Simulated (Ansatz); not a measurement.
# Lattice dynamics of Rb2Pt (built on the sites of a database entry of Li2Pd)

How does Rb2Pt (built on the sites of a database entry of Li2Pd) vibrate, and is this structure a minimum?

Main program and level: Ansatz 0.2.0; DFT LDA, scalar-relativistic, plane waves, norm-conserving pseudopotentials.

The structure was built from a prototype and need not be the compound's stable phase.

## 1. The structure

Symmetry: P6/mmm, No. 191, hexagonal system. The conventional cell has a = 5.879 Å, b = 5.879 Å, c = 3.793 Å, α = 90.00°, β = 90.00°, γ = 120.00°. Nearest to Rb lie 5 Rb at 3.39 to 3.79 Å and 6 Pt at 3.89 Å. Nearest to Pt lie 2 Pt at 3.79 Å and 12 Rb at 3.89 Å. Farther neighbours are not listed.

## 2. Relaxation, k-mesh 9×9×12

Harmonic phonons are second derivatives at a point where the forces vanish, and they are wanted at zero stress, so atoms and cell are relaxed first.

Input file input.yaml:

```yaml
crystal:
  lattice:
    - [5.87903, 0.0, 0.0]
    - [-2.93951, 5.09139, 0.0]
    - [0.0, 0.0, 3.7931]
  atoms:
    - { symbol: Rb, position: [0.3333333333, 0.6666666667, 0.5] }
    - { symbol: Rb, position: [0.6666666667, 0.3333333333, 0.5] }
    - { symbol: Pt, position: [0.0, 0.0, 0.0] }
kpoints:
  mp_grid: { grid: [9, 9, 12] }
hamiltonian:
  xc: lda
  pseudopotentials: { kind: nc }
scf:
  occupations: { method: gaussian, width: 0.1 }
output:
  forces: true
  stress: true
  eigenvalues: true
relax:
  adjacent_minimum: "off"
  f_tol: 0.005
  max_steps: 80
  cell: { stress_tol: 0.05 }
```

Run with:

```sh
$ ansatz run input.yaml --threads 8 --pin off --max-ram 14336MiB --backend cpu --events-out ev --progress --plain --runs-dir out
```

Numbers of over 12 decimals in the logs are rounded to 6 here.

The log of the run:

```text
Engine: ansatz 0.2.0, aarch64-unknown-linux-gnu
Pseudopotentials: kind: nc
Pseudopotential: Rb, nc, valence charge 9, recommended cutoff 571.439111 eV (normal), Rb.nc.azcp (PseudoDojo's, or run here from an input of PseudoDojo's: the run reads no file of this project's for it)
Pseudopotential: Pt, nc, valence charge 18, recommended cutoff 1142.878222 eV (normal), Pt.nc.azcp (PseudoDojo's, or run here from an input of PseudoDojo's: the run reads no file of this project's for it)
Functional definition: SPW92
  exchange = slater_x
  correlation = pw_c
Crystal: 3 atoms, lattice volume = 113.537 Å³
Basis set: ecut = 1142.878222 eV, 9921 PW (Γ)
Bands: 22, of which v1, the nominal top of the filled ones, is band 18 counted from 1 (17 counted from 0)
Symmetry: 24 space group operations
Space group: P6/mmm (ITA 191), of the structure as read, at distance tolerance 4.8e-5 Å
k-points: 84 of 972
Non-local potential: Rb, projectors of the file, l = 0: 2, l = 1: 2, l = 2: 2
Non-local potential: Pt, projectors of the file, l = 0: 2, l = 1: 2, l = 2: 2, l = 3: 2
Initial density: superposition of atomic densities (chi_scale 0.1, normalization cell, long waves kept (reshape's long-wave potential 0.00 eV rms))
Initial wavefunctions: pseudopotential atomic-orbital guess
Functional: x = slater, c = lda
SCF iter   1: F=—  HF=-5040.753006 eV  |F-HF|=—  |Δ(HF+E_count)|=         —  Δρ=2.34e-1  dr2=1.53e2  ethr=3.10e-3  ⟨swp⟩=8.2  Hψ=10810  notcnv=0
preconditioner: auto → Kerker (q_TF=auto, 2.253 Å⁻¹)  [metal: Δε(μ)=0.002 eV  Ē_g=9.340 eV  σ=0.100 eV  W_gap=0.01  n_scr=26 (ndim 8)  ℏωp=17.1 eV  f_vac=0.000  D(μ)=7.93/eV (n_scr^D=82)]
SCF iter   2: F=—  HF=-5036.972634 eV  |F-HF|=—  |Δ(HF+E_count)|=    3.78e0  Δρ=1.23e-1  dr2=2.50e1  ethr=3.10e-3  ⟨swp⟩=4.6  Hψ=6735  notcnv=0  defer=1
preconditioner: auto → Resta (q_TF=auto, 2.253 Å⁻¹)  ε∞=3.6  [insulator: Δε(μ)=1.494 eV  Ē_g=10.629 eV  σ=0.100 eV  W_gap=1.00  n_scr=26 (ndim 8)  ℏωp=17.1 eV  f_vac=0.000  D(μ)=0.00/eV (n_scr^D=0)  ε∞_Penn≈3.6]
SCF iter   3: F=—  HF=-5031.628771 eV  |F-HF|=—  |Δ(HF+E_count)|=    5.34e0  Δρ=5.60e-2  dr2=7.00e0  ethr=3.10e-3  ⟨swp⟩=3.2  Hψ=4717  notcnv=0
SCF iter   4: F=—  HF=-5030.266564 eV  |F-HF|=—  |Δ(HF+E_count)|=    1.36e0  Δρ=1.67e-2  dr2=8.95e-1  ethr=3.10e-3  ⟨swp⟩=2.9  Hψ=3511  notcnv=0
SCF iter   5: F=—  HF=-5030.138020 eV  |F-HF|=—  |Δ(HF+E_count)|=   1.29e-1  Δρ=8.28e-3  dr2=1.66e-1  ethr=2.49e-3  ⟨swp⟩=1.2  Hψ=2209  notcnv=0
SCF iter   6: F=—  HF=-5030.115067 eV  |F-HF|=—  |Δ(HF+E_count)|=   2.30e-2  Δρ=2.44e-3  dr2=4.93e-3  ethr=4.61e-4  ⟨swp⟩=2.1  Hψ=3788  notcnv=0
SCF iter   7: F=—  HF=-5030.114052 eV  |F-HF|=—  |Δ(HF+E_count)|=   1.02e-3  Δρ=1.01e-3  dr2=2.32e-3  ethr=1.37e-5  ⟨swp⟩=2.1  Hψ=3807  notcnv=0
SCF iter   8: F=—  HF=-5030.113778 eV  |F-HF|=—  |Δ(HF+E_count)|=   2.74e-4  Δρ=5.01e-4  dr2=7.73e-4  ethr=6.44e-6  ⟨swp⟩=1.0  Hψ=1856  notcnv=0
SCF iter   9: F=—  HF=-5030.113666 eV  |F-HF|=—  |Δ(HF+E_count)|=   1.12e-4  Δρ=2.25e-4  dr2=1.88e-4  ethr=2.15e-6  ⟨swp⟩=1.2  Hψ=1870  notcnv=0
SCF iter  10: F=—  HF=-5030.113625 eV  |F-HF|=—  |Δ(HF+E_count)|=   4.02e-5  Δρ=1.08e-4  dr2=3.07e-5  ethr=5.23e-7  ⟨swp⟩=2.0  Hψ=2604  notcnv=0
SCF iter  11: F=—  HF=-5030.113522 eV  |F-HF|=—  |Δ(HF+E_count)|=   1.03e-4  Δρ=1.06e-5  dr2=7.00e-8  ethr=2.78e-10  ⟨swp⟩=7.8  Hψ=11486  notcnv=0
SCF iter  12: F=-5030.113522 eV  HF=-5030.113522 eV  |F-HF|=1.47e-10  |Δ(HF+E_count)|=   2.25e-8  Δρ=1.03e-6  dr2=4.84e-10  ethr=1.94e-10  ⟨swp⟩=2.9  Hψ=7356  notcnv=0
SCF 1 converged in 12 iterations: F = -5030.113522 eV  dr2 = 4.84e-10
relax step   1: F+E_penalty+E_count = -5030.11352217 eV  Δ(F+E_penalty+E_count) = +0.000e0 eV  max|allowed force component| = 8.095e-18 eV/Å  Δτ_max = 0.0000 Å  P = -4.334 GPa  Ω = 113.537 Å³  (12 SCF iters, dr2 threshold 1.00e-7 eV, accepted)
Crystal: 3 atoms, lattice volume = 100.312 Å³
Basis set: ecut = 1142.878222 eV, 8889 PW (Γ)
Initial density: handed on by an earlier stage of this run
Initial wavefunctions: those handed on with the density
iter 1 solved again at ethr=1.63e-3 eV; its pass at ethr=3.10e-3 eV (dr2=5.86e-1 eV) is discarded
SCF iter   1: F=—  HF=-5030.533457 eV  |F-HF|=—  |Δ(HF+E_count)|=         —  Δρ=1.66e-2  dr2=5.81e-1  ethr=1.63e-3  ⟨swp⟩=1.0  Hψ=12941  notcnv=0
preconditioner: auto → Kerker (q_TF=auto, 2.300 Å⁻¹)  [metal: Δε(μ)=0.066 eV  Ē_g=9.150 eV  σ=0.100 eV  W_gap=0.34  n_scr=26 (ndim 8)  ℏωp=18.2 eV  f_vac=0.000  D(μ)=1.42/eV (n_scr^D=6)]
SCF iter   2: F=—  HF=-5030.456983 eV  |F-HF|=—  |Δ(HF+E_count)|=   7.65e-2  Δρ=6.10e-3  dr2=2.82e-2  ethr=1.61e-3  ⟨swp⟩=2.0  Hψ=2568  notcnv=0
SCF iter   3: F=—  HF=-5030.451029 eV  |F-HF|=—  |Δ(HF+E_count)|=   5.95e-3  Δρ=1.76e-3  dr2=5.09e-3  ethr=7.83e-5  ⟨swp⟩=2.1  Hψ=3029  notcnv=0
SCF iter   4: F=—  HF=-5030.449099 eV  |F-HF|=—  |Δ(HF+E_count)|=   1.93e-3  Δρ=6.15e-4  dr2=9.42e-4  ethr=1.41e-5  ⟨swp⟩=2.0  Hψ=2186  notcnv=0
SCF iter   5: F=—  HF=-5030.448793 eV  |F-HF|=—  |Δ(HF+E_count)|=   3.06e-4  Δρ=2.34e-4  dr2=4.53e-5  ethr=2.62e-6  ⟨swp⟩=2.1  Hψ=3266  notcnv=0
SCF iter   6: F=—  HF=-5030.448686 eV  |F-HF|=—  |Δ(HF+E_count)|=   1.07e-4  Δρ=9.15e-5  dr2=1.20e-5  ethr=1.26e-7  ⟨swp⟩=2.1  Hψ=3329  notcnv=0
SCF iter   7: F=—  HF=-5030.448685 eV  |F-HF|=—  |Δ(HF+E_count)|=   1.69e-6  Δρ=2.05e-5  dr2=4.48e-7  ethr=3.34e-8  ⟨swp⟩=2.0  Hψ=2266  notcnv=0
SCF iter   8: F=-5030.448685 eV  HF=-5030.448685 eV  |F-HF|=2.03e-8  |Δ(HF+E_count)|=   4.32e-8  Δρ=4.22e-6  dr2=2.68e-8  ethr=8.33e-10  ⟨swp⟩=6.8  Hψ=8911  notcnv=0
SCF 2 converged in 8 iterations: F = -5030.448685 eV  dr2 = 2.68e-8
relax step   2: F+E_penalty+E_count = -5030.44868450 eV  Δ(F+E_penalty+E_count) = -3.352e-1 eV  max|allowed force component| = 9.830e-18 eV/Å  Δτ_max = 0.0000 Å  P = -3.504 GPa  Ω = 100.312 Å³  energy of the carried Pulay correction = +5.953e-4 eV  (8 SCF iters, dr2 threshold 3.00e-7 eV, accepted)
Crystal: 3 atoms, lattice volume = 86.688 Å³
Basis set: ecut = 1142.878222 eV, 7645 PW (Γ)
iter 1 solved again at ethr=1.85e-3 eV; its pass at ethr=3.10e-3 eV (dr2=6.65e-1 eV) is discarded
SCF iter   1: F=—  HF=-5030.776453 eV  |F-HF|=—  |Δ(HF+E_count)|=         —  Δρ=1.97e-2  dr2=6.60e-1  ethr=1.85e-3  ⟨swp⟩=1.0  Hψ=12885  notcnv=0
preconditioner: auto → Kerker (q_TF=auto, 2.357 Å⁻¹)  [metal: Δε(μ)=0.021 eV  Ē_g=9.398 eV  σ=0.100 eV  W_gap=0.12  n_scr=26 (ndim 8)  ℏωp=19.5 eV  f_vac=0.000  D(μ)=0.75/eV (n_scr^D=0)]
SCF iter   2: F=—  HF=-5030.672839 eV  |F-HF|=—  |Δ(HF+E_count)|=   1.04e-1  Δρ=5.63e-3  dr2=1.61e-2  ethr=1.83e-3  ⟨swp⟩=2.0  Hψ=2569  notcnv=0
SCF iter   3: F=—  HF=-5030.668672 eV  |F-HF|=—  |Δ(HF+E_count)|=   4.17e-3  Δρ=2.27e-3  dr2=6.70e-3  ethr=4.46e-5  ⟨swp⟩=2.0  Hψ=3878  notcnv=0
SCF iter   4: F=—  HF=-5030.666544 eV  |F-HF|=—  |Δ(HF+E_count)|=   2.13e-3  Δρ=9.89e-4  dr2=1.51e-3  ethr=1.86e-5  ⟨swp⟩=2.0  Hψ=2079  notcnv=0
SCF iter   5: F=—  HF=-5030.665959 eV  |F-HF|=—  |Δ(HF+E_count)|=   5.85e-4  Δρ=1.86e-4  dr2=6.17e-5  ethr=4.20e-6  ⟨swp⟩=2.1  Hψ=2416  notcnv=0
SCF iter   6: F=—  HF=-5030.665842 eV  |F-HF|=—  |Δ(HF+E_count)|=   1.18e-4  Δρ=3.11e-5  dr2=7.47e-7  ethr=1.71e-7  ⟨swp⟩=2.0  Hψ=3287  notcnv=0
SCF iter   7: F=-5030.665842 eV  HF=-5030.665842 eV  |F-HF|=1.91e-9  |Δ(HF+E_count)|=   8.20e-8  Δρ=4.80e-6  dr2=1.77e-8  ethr=8.33e-10  ⟨swp⟩=7.6  Hψ=9338  notcnv=0
SCF 3 converged in 7 iterations: F = -5030.665842 eV  dr2 = 1.77e-8
relax step   3: F+E_penalty+E_count = -5030.66584157 eV  Δ(F+E_penalty+E_count) = -2.172e-1 eV  max|allowed force component| = 9.155e-18 eV/Å  Δτ_max = 0.0000 Å  P = -1.164 GPa  Ω = 86.688 Å³  energy of the carried Pulay correction = +1.291e-3 eV  (7 SCF iters, dr2 threshold 3.00e-7 eV, accepted)
[...]
relax step   4: F+E_penalty+E_count = -5030.70781124 eV  Δ(F+E_penalty+E_count) = -4.197e-2 eV  max|allowed force component| = 6.939e-18 eV/Å  Δτ_max = 0.0000 Å  P = +0.618 GPa  Ω = 80.221 Å³  energy of the carried Pulay correction = +1.656e-3 eV  (7 SCF iters, dr2 threshold 3.00e-7 eV, accepted)
[...]
relax step   5: F+E_penalty+E_count = -5030.71814844 eV  Δ(F+E_penalty+E_count) = -1.034e-2 eV  max|allowed force component| = 1.426e-17 eV/Å  Δτ_max = 0.0000 Å  P = +0.233 GPa  Ω = 80.331 Å³  energy of the carried Pulay correction = +1.649e-3 eV  (6 SCF iters, dr2 threshold 3.00e-7 eV, accepted)
[...]
relax step   6: F+E_penalty+E_count = -5030.71848866 eV  Δ(F+E_penalty+E_count) = -3.402e-4 eV  max|allowed force component| = 8.481e-18 eV/Å  Δτ_max = 0.0000 Å  P = -0.059 GPa  Ω = 81.109 Å³  energy of the carried Pulay correction = +1.604e-3 eV  (6 SCF iters, dr2 threshold 1.56e-7 eV, accepted)
[...]
relax step   7: F+E_penalty+E_count = -5030.71853902 eV  Δ(F+E_penalty+E_count) = -5.035e-5 eV  max|allowed force component| = 1.234e-17 eV/Å  Δτ_max = 0.0000 Å  P = -0.001 GPa  Ω = 80.938 Å³  energy of the carried Pulay correction = +1.614e-3 eV  (5 SCF iters, dr2 threshold 1.67e-8 eV, accepted)
Initial wavefunctions: pseudopotential atomic-orbital guess (no wavefunctions were taken with the density)
iter 1 solved again at ethr=1.44e-6 eV; its pass at ethr=3.10e-3 eV (dr2=5.19e-4 eV) is discarded
SCF iter   1: F=—  HF=-5030.717474 eV  |F-HF|=—  |Δ(HF+E_count)|=         —  Δρ=1.51e-4  dr2=6.35e-7  ethr=1.44e-6  ⟨swp⟩=3.0  Hψ=15321  notcnv=0
eigensolver tolerance schedule: the retry pair's looser diagonalisation over-reported the residual by 815.91 of it (diagonalisation noise at 0.61 of the residual, at the tolerance the schedule requests for it); recorded, not acted on — ethr = c·dr2/N_el stays at c = 1.0e-1
preconditioner: auto → Kerker (q_TF=auto, 2.384 Å⁻¹)  [metal: Δε(μ)=0.065 eV  Ē_g=9.640 eV  σ=0.100 eV  W_gap=0.35  n_scr=26 (ndim 8)  ℏωp=20.2 eV  f_vac=0.000  D(μ)=0.79/eV (n_scr^D=0)]
SCF iter   2: F=—  HF=-5030.717593 eV  |F-HF|=—  |Δ(HF+E_count)|=   1.18e-4  Δρ=7.72e-5  dr2=1.69e-7  ethr=1.76e-9  ⟨swp⟩=2.4  Hψ=3409  notcnv=0
SCF iter   3: F=—  HF=-5030.717593 eV  |F-HF|=—  |Δ(HF+E_count)|=   2.60e-7  Δρ=1.03e-6  dr2=9.12e-10  ethr=4.69e-10  ⟨swp⟩=1.0  Hψ=1850  notcnv=0
SCF iter   4: F=—  HF=-5030.717593 eV  |F-HF|=—  |Δ(HF+E_count)|=  2.82e-10  Δρ=4.66e-7  dr2=2.54e-10  ethr=2.53e-12  ⟨swp⟩=2.1  Hψ=3348  notcnv=0
SCF iter   5: F=—  HF=-5030.717593 eV  |F-HF|=—  |Δ(HF+E_count)|=  7.46e-11  Δρ=2.02e-7  dr2=5.42e-11  ethr=1.00e-12  ⟨swp⟩=2.1  Hψ=2705  notcnv=0
SCF iter   6: F=-5030.717593 eV  HF=-5030.717593 eV  |F-HF|=2.36e-11  |Δ(HF+E_count)|=  9.09e-12  Δρ=1.64e-7  dr2=2.61e-11  ethr=1.00e-12  ⟨swp⟩=7.4  Hψ=9624  notcnv=0
SCF 8 converged in 6 iterations: F = -5030.717593 eV  dr2 = 2.61e-11
relax step   8: F+E_penalty+E_count = -5030.71759282 eV  Δ(F+E_penalty+E_count) = +9.462e-4 eV  max|allowed force component| = 9.059e-18 eV/Å  Δτ_max = 0.0000 Å  P = -0.004 GPa  Ω = 80.938 Å³  stress off target by 1.03e-2 GPa  SCF on the basis re-selected at this cell (its energy is not comparable with the rows above)  (6 SCF iters)
basis re-selected at this cell: Δ(F+E_penalty+E_count) = +9.462e-4 eV, ΔP = -0.003 GPa vs the last step (what re-selecting the basis moved, of the pressure what is left beyond the Pulay correction that the steps carried, after the strain that the cell walked since its last selection, with what the two solves' SCF thresholds leave and, on support functions, any second-order correction that the steps lacked; it is no measure of the basis error at this ecutwfc). The dense FFT grid was sized anew with the basis: this SCF ran on 60×60×36 points, the steps before it on 72×72×45, so part of this shift can come from that change (see relax.cell in the input reference). [rest of the remark cut]
SCF converged after 6 iterations
Free energy (F): -5030.717593 eV
Harris-Foulkes:  -5030.717593 eV  (|F-HF|=2.36e-11)
Internal energy: -5030.713668 eV  (E = F + TS)
E sigma→0 (E₀):  -5030.715630 eV
Entropy (-TS):   -0.003925 eV (-1.308 meV/atom)
Fermi energy:    10.644374 eV
--- Per-component energies (eV) ---
  E_band       = -410.644227
  E_kinetic    = 1416.817468
  E_local      = -3567.607254  (includes V_loc(G=0)·N_el)
  E_nonlocal   = 147.832060
  E_hartree    = 1171.996260
  E_xc         = -1027.675838
  E_vxc        = -751.678717  (∫ρ·V_xc dr)
  E_ewald      = -3172.076364
  E_smearing   = -0.003925  (= −TS)
  E_closure    = 0.000000  (closes the sum)
  Σ components = -5030.717593   (vs F -5030.717593, Δ=0.00e0)
--- Forces (eV/Å), atoms counted from 1 ---
  atom   1  Rb     0.00000000    -0.00000000     0.00000000
  atom   2  Rb    -0.00000000     0.00000000    -0.00000000
  atom   3  Pt    -0.00000000     0.00000000     0.00000000
  max |Σ_I F_I| component: 1.16e-18 eV/Å
--- Stress (GPa, compression-positive) ---
       -0.000430      -0.000000      -0.000000
       -0.000000      -0.000430      -0.000000
       -0.000000      -0.000000      -0.010264
  P = ⅓ Tr σ = -0.0037 GPa (-0.037 kbar)
--- Band table (eV; the first three rows and the last of 84) ---
  k-point 0: bands = [... 14 lower, 8.7746, 8.7746, 9.4931, 9.4931, 12.1555, 12.1555, 12.8933, 14.0667]
  k-point 1: bands = [... 14 lower, 8.7544, 8.7544, 9.3776, 9.3776, 12.2905, 12.2905, 13.1667, 14.4312]
  k-point 2: bands = [... 14 lower, 8.6925, 8.6925, 9.1059, 9.1059, 12.6102, 12.6102, 13.9026, 14.9597]
  k-point 83: bands = [... 14 lower, 8.3684, 8.8710, 8.8710, 11.2374, 11.6075, 11.8849, 11.8849, 14.9413]
--- Relaxed structure (7 steps of the walk, 7 accepted, 1 SCFs on fresh bases) ---
  F+E_penalty+E_count = -5030.71759282 eV   max|allowed force component| = 9.059e-18 eV/Å   (the final SCF, on the basis selected at the relaxed cell)
  cell:  # Å, volume = 80.9380 Å³
    - [5.369280, -2.6364508897289054e-6, 2.5242428468890534e-17]
    - [-2.684637, 4.649934, -1.2621203500350186e-17]
    - [1.628619842419142e-17, 0, 3.241829]
  atoms:
    - { symbol: Rb, position: [0.333333, 0.666667, 0.5] }
    - { symbol: Rb, position: [0.666667, 0.333333, 0.5] }
    - { symbol: Pt, position: [0, 0, 0] }
```

Wall time 39 s (8 threads of Arm Neoverse V2, shared host); peak memory 1.3 GiB.

The steps of the relaxation:

```
step  energy less that of the first step (eV)  largest force component (eV/Å)  pressure (GPa)  volume (Å³)
   1                                   0.0000                          0.0000           -4.33       113.54
   2                                  -0.3352                          0.0000           -3.50       100.31
   3                                  -0.5523                          0.0000           -1.16        86.69
   4                                  -0.5943                          0.0000            0.62        80.22
   5                                  -0.6046                          0.0000            0.23        80.33
   6                                  -0.6050                          0.0000           -0.06        81.11
   7                                  -0.6050                          0.0000            0.00        80.94
  8*                                  -0.6041                          0.0000            0.00        80.94
```

Relaxation steps marked * repeat the geometry before them on a plane-wave basis chosen anew for their cell, so energy and pressure can jump there.

The run keeps the 24 symmetry operations that it works with, so distortions that break them were not tested.

```
     cell as run  before  after   change
           a (Å)   5.879  5.369   -8.7 %
           b (Å)   5.879  5.369   -8.7 %
           c (Å)   3.793  3.242  -14.5 %
volume (Å³/atom)   37.85  26.98  -28.7 %
```

The relaxed structure:

```xyz
3
Lattice="5.3693 0.0000 0.0000 -2.6846 4.6499 0.0000 0.0000 0.0000 3.2418" Properties=species:S:1:pos:R:3 pbc="T T T"
Rb    0.0000    3.1000    1.6209
Rb    2.6846    1.5500    1.6209
Pt    0.0000    0.0000    0.0000
```

This step gave:

- pressure: -0.003708 GPa
- volume per atom: 26.98 Å³
- gap on the k-mesh: 0 eV

In this step the volume went from 37.85 to 26.98 Å³/atom.

## 3. Relaxation, k-mesh 9×9×14

The relaxation is repeated from its end, on the mesh and smearing that suit the cell and gap now reached.

input.yaml, the sections that differ from step 2:

```yaml
crystal:
  lattice:
    - [5.3692795245, -2.6365e-06, 0.0]
    - [-2.684637479, 4.6499337865, 0.0]
    - [0.0, 0.0, 3.2418286801]
  atoms:
    - { symbol: Rb, position: [0.3333333333, 0.6666666667, 0.5] }
    - { symbol: Rb, position: [0.6666666667, 0.3333333333, 0.5] }
    - { symbol: Pt, position: [0.0, 0.0, 0.0] }
kpoints:
  mp_grid: { grid: [9, 9, 14] }
# hamiltonian, scf, output, relax: as in step 2
```

The log of the run:

```text
[...]
Crystal: 3 atoms, lattice volume = 80.938 Å³
Basis set: ecut = 1142.878222 eV, 7067 PW (Γ)
Bands: 22, of which v1, the nominal top of the filled ones, is band 18 counted from 1 (17 counted from 0)
Symmetry: 24 space group operations
[...]
k-points: 96 of 1134
[...]
--- Relaxed structure (3 steps of the walk, 3 accepted, 1 SCFs on fresh bases) ---
[...]
cell:  # Å, volume = 80.9467 Å³
    - [5.377325, -2.6404356569315473e-6, 0.0]
    - [-2.688660, 4.656902, 0.0]
    - [0.0, 0.0, 3.232480]
  atoms:
    - { symbol: Rb, position: [0.333333, 0.666667, 0.5] }
    - { symbol: Rb, position: [0.666667, 0.333333, 0.5] }
    - { symbol: Pt, position: [0, 0, 0.0] }
[key lines of the parts left out:]
SCF converged after 5 iterations
Free energy (F): -5030.708768 eV
Fermi energy:    10.667270 eV
P = ⅓ Tr σ = -0.0049 GPa (-0.049 kbar)
```

Wall time 16 s (8 threads); peak memory 1 GiB; 2.1 min of CPU time.

Relaxation path:

```
step  energy less that of the first step (eV)  largest force component (eV/Å)  pressure (GPa)  volume (Å³)
   1                                   0.0000                          0.0000            0.02        80.94
   2                                   0.0000                          0.0000            0.00        80.98
   3                                  -0.0001                          0.0000            0.00        80.95
  4*                                  -0.0001                          0.0000            0.00        80.95
```

Relaxation steps marked * repeat the geometry before them on a plane-wave basis chosen anew for their cell, so energy and pressure can jump there.

Forces are held to the 24 operations that the run works with; a distortion that breaks them can't arise in this run.

```
conventional cell, symmetrised  before  after  change
                         a (Å)   5.369  5.377  +0.1 %
                         b (Å)   5.369  5.377  +0.1 %
                         c (Å)   3.242  3.232  -0.3 %
              volume (Å³/atom)   26.98  26.98  +0.0 %
```

Final coordinates:

```xyz
3
Lattice="5.3773 0.0000 0.0000 -2.6887 4.6569 0.0000 0.0000 0.0000 3.2325" Properties=species:S:1:pos:R:3 pbc="T T T"
Rb    0.0000    3.1046    1.6162
Rb    2.6887    1.5523    1.6162
Pt    0.0000    0.0000    0.0000
```

Numbers from this step:

| Item | Value |
| --- | --- |
| pressure | -0.004886 GPa |

In this step the volume went from 26.98 to 26.98 Å³/atom.

(Part 1 of 3 ends here.)

[Logs are printed without paths, hosts, clocks, repeated set-up lines and the standing remarks that a program may print on its own settings, such as how far it seeks lower states.]

[Hosts, paths, dates, database ids (printed as entryN), source tags and the programs' standing remarks are cut or masked in the printed files.]
